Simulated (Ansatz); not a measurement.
Planning a run of Ansatz 0.2.0 on ZrSe3 (P2_1/m). The input:

```yaml
crystal:
  lattice:
    - [5.4109, 0.0, 0.0]
    - [0.0, 3.7488, 0.0]
    - [-1.2294209091, 0.0, 9.3636349901]
  atoms:
    - { symbol: Zr, position: [0.285, 0.25, 0.656] }
    - { symbol: Zr, position: [0.715, 0.75, 0.344] }
    - { symbol: Se, position: [0.762, 0.25, 0.554] }
    - { symbol: Se, position: [0.238, 0.75, 0.446] }
    - { symbol: Se, position: [0.456, 0.25, 0.174] }
    - { symbol: Se, position: [0.544, 0.75, 0.826] }
    - { symbol: Se, position: [0.888, 0.25, 0.169] }
    - { symbol: Se, position: [0.112, 0.75, 0.831] }
kpoints:
  mp_grid: { grid: [2, 4, 2] }
  band_path:
    path:
      - [0.0, 0.0, 0.0]
      - [0.0, 0.5, 0.0]
      - [0.0, 0.5, 0.5]
      - [0.0, 0.0, 0.5]
      - [-0.5, 0.0, 0.5]
      - [-0.5, 0.5, 0.5]
      - [-0.5, 0.5, 0.0]
      - [-0.5, 0.0, 0.0]
      - [-0.1, 0.0, 0.0]
    npoints: 1
hamiltonian:
  xc: hse06
scf:
  occupations: { method: fixed }
  n_extra_bands: 6
output:
  eigenvalues: true
  write_density: true
  write_potential: true
  elf: true
  volumetric_format: npy
```

```sh
ansatz run input.yaml --threads 3 --pin off --max-ram 92160MiB --backend cuda --events-out ev --progress --plain --runs-dir out --devices 1 --max-vram 13GiB
```

**Question.** How long will it take on 1 × NVIDIA H100 80GB HBM3 (shared by 6 runs) with 3 threads of AMD EPYC 7R13 (Zen 3), shared host, and how much memory?

It took 37 s; on shared hardware allow 18 s to 73 s. Peak host memory was 1.4 GiB. The sizes that set the cost: 3689 plane waves a state, 12 irreducible k points and 17 SCF cycles.

Exact exchange couples every pair of k points and filled bands, so it costs far more than a semilocal run.

[Paths, hosts, dates, memory and timing lines, banners, echoed tables and standing remarks are left out of the program output.]

[Logs are printed without paths, hosts, clocks, repeated set-up lines and the standing remarks that a program may print on its own settings, such as how far it seeks lower states.]

[Runs of the session that timed out or met a known fault of the program may be left out.]

[Cells called generated may have been cut or substituted from an entry of the Crystallography Open Database or the Materials Project.]

[Hosts, paths, dates, database ids (printed as entryN), source tags and the programs' standing remarks are cut or masked in the printed files.]
